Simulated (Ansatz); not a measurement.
# λ, α²F and ρ(T) of Mg-Sc-Mg stack of (100) layers, part 3 of 4

The plan: relax Mg-Sc-Mg stack of (100) layers, check its phonons, and, if the lattice is stable, compute its Eliashberg function and ρ(T).

Ansatz 0.2.0; DFT PBEsol, scalar-relativistic, plane waves, PAW.

So far. Step 4 (Phonons by linear response: q 2×2×1, k 6×6×1): Among the solved wavevectors the lowest mode, translations apart, is 108 cm⁻¹, so these are real on this k mesh.

### 5. Electron–phonon run: q 2×2×1, k 8×8×1, scattering 12×12×1

Phonons, couplings and the Boltzmann equation in one run.

input.yaml reads:

```yaml
crystal:
  lattice:
    - [3.1758662782, 0.0, 0.0]
    - [0.0, 3.1758662782, 0.0]
    - [0.0, 0.0, 33.0869768474]
  atoms:
    - { symbol: Mg, position: [0.0, 0.0, 0.1712655626] }
    - { symbol: Sc, position: [0.5, 0.5, 0.2363995066] }
    - { symbol: Mg, position: [0.0, 0.0, 0.3015334505] }
  periodic: [true, true, false]
kpoints:
  mp_grid: { grid: [8, 8, 1] }
hamiltonian:
  xc: pbesol
scf:
  occupations: { method: methfessel_paxton, width: 0.2 }
output:
  eigenvalues: true
phonons:
  method: dfpt
  qmesh: [2, 2, 1]
  temperatures: { t_max: 1000, t_step: 50 }
  qpath:
    path: [[0.0, 0.0, 0.0], [0.0, 0.5, 0.0], [0.5, 0.5, 0.0], [0.0, 0.0, 0.0]]
    npoints: 10
  electrical_resistivity:
    mesh: [12, 12, 1]
    temperatures: [20.0, 50.0, 77.0, 100.0, 150.0, 200.0, 300.0, 400.0, 600.0, 800.0]
```

Started as:

```console
$ ansatz run input.yaml --threads 4 --pin off --max-ram 16384MiB --backend cpu --events-out ev --progress --plain --runs-dir out
```

Numbers of over 12 decimals in the logs are rounded to 6 here.

Output:

```text
[...]
Crystal: 3 atoms, lattice volume = 333.719 Å³
Basis set: ecut = 420 eV, 6567 PW (Γ), exchange–correlation on 48×48×450 points (8 copies of the dense FFT grid, shifted against one another)
Bands: 20, of which v1, the nominal top of the filled ones, is band 16 counted from 1 (15 counted from 0)
Symmetry: 16 space group operations
k-points: 15 of 64 (irreducible under 8 space group operations)
[...]
SCF iter   1: F=—  HF=-5934.586429 eV  |F-HF|=—  |Δ(HF+E_count)|=         —  Δρ=2.89e-3  dr2=2.68e-2  ethr=1.77e-3  ⟨swp⟩=9.0  Hψ=1697  notcnv=0
[...]
SCF iter  10: F=-5934.578779 eV  HF=-5934.578779 eV  |F-HF|=5.67e-10  |Δ(HF+E_count)|=  9.54e-10  S|Δr|=    0.00e0  Δρ=4.71e-8  dr2=4.31e-12  ethr=1.00e-12  ⟨swp⟩=13.1  Hψ=2075  notcnv=0
SCF 1 converged in 10 iterations: F = -5934.578779 eV  dr2 = 4.31e-12
[...]
WARN: eigensolver did not converge (k=8): 1 band(s) unlocked after 2 eigensolves, warm-restarted (20 sweeps on the last) at ethr=1.08e-12 eV (storage-precision floor; scheduled 1.00e-12 eV) (lowest unlocked band 19, counted from 0; max residual 6.05e-4 eV among the unlocked bands, 6.05e-4 eV over every band; other slots of this pass that fall short are told together in one closing line; warning suppressed until the next SCF loop or pass starts)
[...]
k-points: 15 of 64
SCF iter   1: F=—  HF=-5934.586429 eV  |F-HF|=—  |Δ(HF+E_count)|=         —  Δρ=2.89e-3  dr2=2.68e-2  ethr=1.77e-3  ⟨swp⟩=9.0  Hψ=1697  notcnv=0
[...]
SCF iter  10: F=-5934.578779 eV  HF=-5934.578779 eV  |F-HF|=5.48e-10  |Δ(HF+E_count)|=   1.00e-9  S|Δr|=    0.00e0  Δρ=4.71e-8  dr2=4.31e-12  ethr=1.00e-12  ⟨swp⟩=3.6  Hψ=760  notcnv=0
SCF 2 converged in 10 iterations: F = -5934.578779 eV  dr2 = 4.31e-12
[...]
SCF converged after 10 iterations
[...]
Free energy (F): -5934.578779 eV
[...]
Internal energy: -5934.569647 eV  (E = F + TS)
E sigma→0 (E₀):  -5934.576496 eV
Entropy (-TS):   -0.009132 eV (-3.044 meV/atom)
Fermi energy:    -3.164411 eV
[...]
--- Band table (eV; the first three rows and the last of 15) ---
  k-point 0: bands = [... 12 lower, -8.8637, -7.5071, -5.2781, -3.1889, -2.8273, -2.3293, -0.7509, -0.7509]
  k-point 1: bands = [... 12 lower, -8.6106, -7.3075, -5.0346, -3.1004, -2.7582, -2.1917, -0.9896, -0.7057]
  k-point 2: bands = [... 12 lower, -7.8759, -6.7273, -4.3502, -3.0408, -2.7759, -1.8971, -1.2634, -0.5935]
  k-point 14: bands = [... 12 lower, -4.7781, -3.4210, -3.4210, -2.0297, -1.9013, -1.9013, 0.2756, 0.4746]
[...]
ASR residual: 1.064e-4 → 0.000e0 eV/Å²; symmetrization residual: 5.080e-7 eV/Å²
[...]
ASR residual per site (eV/Å²): 2.47e-5 1.06e-4 2.42e-5
  Γ frequencies (cm⁻¹): 0.00 0.00 0.00 132.38 132.38 172.55 192.71 192.71 221.30
--- Phonons (arbitrary-q DFPT): 3 irreducible q on the 2×2×1 mesh ---
[...]
interpolated dispersion: 31 rows × 9 modes
[...]
--- Electrical resistivity: potentials and phonons of a 2×2×1 supercell ---
  scattering by harmonic phonons alone, with no dipole-dipole term; scattering by other electrons, impurities, surfaces and spin disorder is left out, and so is spin–orbit coupling
  the resistivity is that of a variational response, whose dependence on the energy is improved iteratively
  tensors lie in the sheet's plane, the Hall coefficient along its normal; that, the resistivity and the plasma energy are of the whole cell, vacuum included; the cell is 33.087 Å high
  at the Fermi level of each mesh (of a tensor half of its trace):
           mesh   spin    states/(eV spin)  plasma energy (eV)         λ      λ_tr    ħω_log (meV)
        12×12×1                     1.5836              2.3223    0.5757    0.5431          13.028
          6×6×1                     1.0968              2.2429    0.4134    0.3784          14.319
          3×3×1                    40.1694              2.5084    0.9788   10.6047          12.076
  resistivity on the deck's mesh, µΩ·cm:
     T (K)       trace/2  mesh converged            xx            yy            zz    lowest order   relaxation time
     20.00     2.2595e-1              no     2.2595e-1     2.2594e-1      0.0000e0       4.6699e-1         2.8318e-1
     50.00      5.6584e0              no      5.6584e0      5.6584e0      0.0000e0        8.3268e0          5.7296e0
     77.00      1.5244e1              no      1.5244e1      1.5244e1      0.0000e0        1.9589e1          1.5336e1
    100.00      2.4621e1              no      2.4621e1      2.4621e1      0.0000e0        2.9985e1          2.4804e1
    150.00      4.5077e1              no      4.5077e1      4.5077e1      0.0000e0        5.2599e1          4.5503e1
    200.00      6.4574e1              no      6.4574e1      6.4574e1      0.0000e0        7.4674e1          6.5247e1
    300.00      1.0127e2              no      1.0127e2      1.0127e2      0.0000e0        1.1771e2          1.0244e2
    400.00      1.3616e2              no      1.3616e2      1.3616e2      0.0000e0        1.5983e2          1.3785e2
    600.00      2.0389e2              no      2.0389e2      2.0389e2      0.0000e0        2.4289e2          2.0682e2
    800.00      2.7252e2              no      2.7252e2      2.7252e2      0.0000e0        3.2645e2          2.7718e2
  sheet resistance at 20 K: 0.6829 Ω
  mean free path at 20 K (of a tensor half of its trace): 3261 nm by what each carries, 1803 by the Fermi surface alone
  Hall coefficient in a weak field at 20 K (along the normal): 9.705e-10 m³/C (how far it moves between the two finest meshes is not known); by each state's relaxation time: -1.279e-10 m³/C; by a constant relaxation time: -5.157e-10 m³/C
  sheet resistance at 50 K: 17.10 Ω
[...]
sheet resistance at 77 K: 46.07 Ω
[...]
sheet resistance at 100 K: 74.41 Ω
[...]
sheet resistance at 150 K: 136.2 Ω
[...]
sheet resistance at 200 K: 195.2 Ω
[...]
sheet resistance at 300 K: 306.1 Ω
[...]
sheet resistance at 400 K: 411.5 Ω
[...]
sheet resistance at 600 K: 616.2 Ω
[...]
sheet resistance at 800 K: 823.6 Ω
[...]
the resistivity times a path that all electrons share, by the Fermi surface of the deck's mesh alone (half of the trace): 4.073e-15 Ω·m²
  not converged in the mesh (λ; λ_tr; the resistivity at 20 K by 34.04 %; the resistivity at 50 K by 22.38 %; the resistivity at 77 K by 19.19 %; the resistivity at 100 K by 17.41 %; the resistivity at 150 K by 14.75 %; the resistivity at 200 K by 12.50 %; the resistivity at 300 K by 10.01 %; the resistivity at 400 K by 8.28 %; the resistivity at 600 K by 5.82 %; the resistivity at 800 K by 3.71 %): between neighbour [...]
  vibrations of 4 cells: unjudged by the run; compare a larger repeat
  the changes of the potential over all sites missed a rigid shift's by 0.77 % (the site terms' by 0.01 %)
  between the force constants' wavevectors the phonons are obtained by Fourier interpolation alone: along a vector of fewer than three repeats the shortest translation of the supercell is 6.352 Å, and under 7.781 Å the phonon self-energy is left out by default: enlarge phonons.supercell (under dfpt, phonons.qmesh)
```

Wall time 1.9 min (4 threads of Arm Neoverse V1, shared host); peak memory 2.2 GiB; 7.1 min of CPU time.

Numbers from this step:

```
zero point energy                                 : 0.09033 eV/cell
highest frequency, solved or plainly interpolated : 246 cm⁻¹
cell height                                       : 33.09 Å
sheet resistance 300K                             : 306.1 Ω/square, mean in the plane
resistivity at 300 K                              : 101.3 μΩ cm, mean of the axes, of the whole cell with its vacuum
coupling constant λ                               : 0.5757
density of states at the Fermi level              : 1.584 states/eV a spin and cell
log mean phonon energy ħω_log                     : 13.03 meV
transport coupling constant λ_tr                  : 0.5431, 0.5431, 0 (xx, yy, zz)
Drude plasma energy                               : 2.322, 2.322, 0 eV (xx, yy, zz), of the whole cell with its vacuum
second-moment phonon energy ħω₂                   : 16.09 meV, from the broadened α²F curve
```

Of the whole cell with its vacuum, so only the sheet resistance is a property of the layer; the means are those of the plane. Resistivity, by row:

| T (K) | ρ_xx (μΩ cm) | ρ_yy | ρ_zz | ρ by Ziman's lowest order, mean | ρ by relaxation times, mean | within 2 % of the coarser mesh |
| --- | --- | --- | --- | --- | --- | --- |
| 20 | 0.226 | 0.2259 | - | 0.467 | 0.2832 | no |
| 50 | 5.658 | 5.658 | - | 8.327 | 5.73 | no |
| 77 | 15.24 | 15.24 | - | 19.59 | 15.34 | no |
| 100 | 24.62 | 24.62 | - | 29.99 | 24.8 | no |
| 150 | 45.08 | 45.08 | - | 52.6 | 45.5 | no |
| 200 | 64.57 | 64.57 | - | 74.67 | 65.25 | no |
| 300 | 101.3 | 101.3 | - | 117.7 | 102.4 | no |
| 400 | 136.2 | 136.2 | - | 159.8 | 137.8 | no |
| 600 | 203.9 | 203.9 | - | 242.9 | 206.8 | no |
| 800 | 272.5 | 272.5 | - | 326.4 | 277.2 | no |

Some states were left unconverged by the eigensolver. By its own test the run is not converged in the mesh. λ = 0.576 and 306 Ω per square at 300 K. The run's own test puts 10 % between its two finest meshes on the component of the resistivity at 300 K that moves most, so it is not converged. By the run's own test λ moves by 28 % between its two finest scattering meshes.

### 6. Coupling and resistivity: q 3×3×1, k 9×9×1, scattering 12×12×1

The next rung changes the q mesh, which sets the reach of the force constants and couplings; the k mesh of the density and its response; the phonon self-energy between the q points, now taken in.

input.yaml, as its differences from that of step 5:

```diff
@@ -11,3 +11,3 @@
 kpoints:
-  mp_grid: { grid: [8, 8, 1] }
+  mp_grid: { grid: [9, 9, 1] }
 hamiltonian:
@@ -20,3 +20,3 @@
   method: dfpt
-  qmesh: [2, 2, 1]
+  qmesh: [3, 3, 1]
   temperatures: { t_max: 1000, t_step: 50 }
```

Output:

```text
[...]
Crystal: 3 atoms, lattice volume = 333.719 Å³
Basis set: ecut = 420 eV, 6567 PW (Γ), exchange–correlation on 48×48×450 points (8 copies of the dense FFT grid, shifted against one another)
Bands: 20, of which v1, the nominal top of the filled ones, is band 16 counted from 1 (15 counted from 0)
Symmetry: 16 space group operations
k-points: 15 of 81 (irreducible under 8 space group operations)
[...]
sheet resistance at 300 K: 262.4 Ω
[...]
sheet resistance at 400 K: 352.9 Ω
[...]
sheet resistance at 600 K: 529.4 Ω
[...]
sheet resistance at 800 K: 707.9 Ω
[...]
vibrations of 9 cells: unjudged by the run; compare a larger repeat
[...]
at the force constants' own smearing the fine mesh and the k-points of their solves give squared frequencies that differ by 14.2 % of the larger at the most, at (0, 0.3333, 0)
[key lines of the parts left out:]
SCF converged after 10 iterations
Free energy (F): -5934.614902 eV
Fermi energy:    -3.107221 eV
```

It took 5.2 min on 4 threads; peak memory 5.8 GiB; 20 min of CPU time.

This step gave:

```
zero point energy                                 : 0.09337 eV/cell
highest frequency, solved or plainly interpolated : 243.7 cm⁻¹
sheet resistance 300K                             : 262.4 Ω/square, mean in the plane
resistivity at 300 K                              : 86.8 μΩ cm, mean of the axes, of the whole cell with its vacuum
coupling constant λ                               : 0.3937
density of states at the Fermi level              : 1.572 states/eV a spin and cell
log mean phonon energy ħω_log                     : 15.88 meV
transport coupling constant λ_tr                  : 0.4479, 0.4479, 0 (xx, yy, zz)
Drude plasma energy                               : 2.328, 2.328, 0 eV (xx, yy, zz), of the whole cell with its vacuum
second-moment phonon energy ħω₂                   : 18.41 meV, from the broadened α²F curve
```

Some states were left unconverged by the eigensolver. By its own test the run is not converged in the mesh. λ = 0.394 and 262 Ω per square at 300 K, against 0.576 and 306 in the run with q 2×2×1, k 8×8×1, scattering 12×12×1 (-31.6 % and -14.3 %). N(E_F) moves by -0.8 % and the coupling-weighted phonon energy by +14.4 %; λ goes as N/ω², which would give -24.2 % if the matrix elements stayed. By the run's own test λ moves by 19 % between its two finest scattering meshes.

[end of part 3 of 4]

[Logs are printed without paths, hosts, clocks, repeated set-up lines and the standing remarks that a program may print on its own settings, such as how far it seeks lower states.]

[Hosts, paths, dates, database ids (printed as entryN), source tags and the programs' standing remarks are cut or masked in the printed files.]
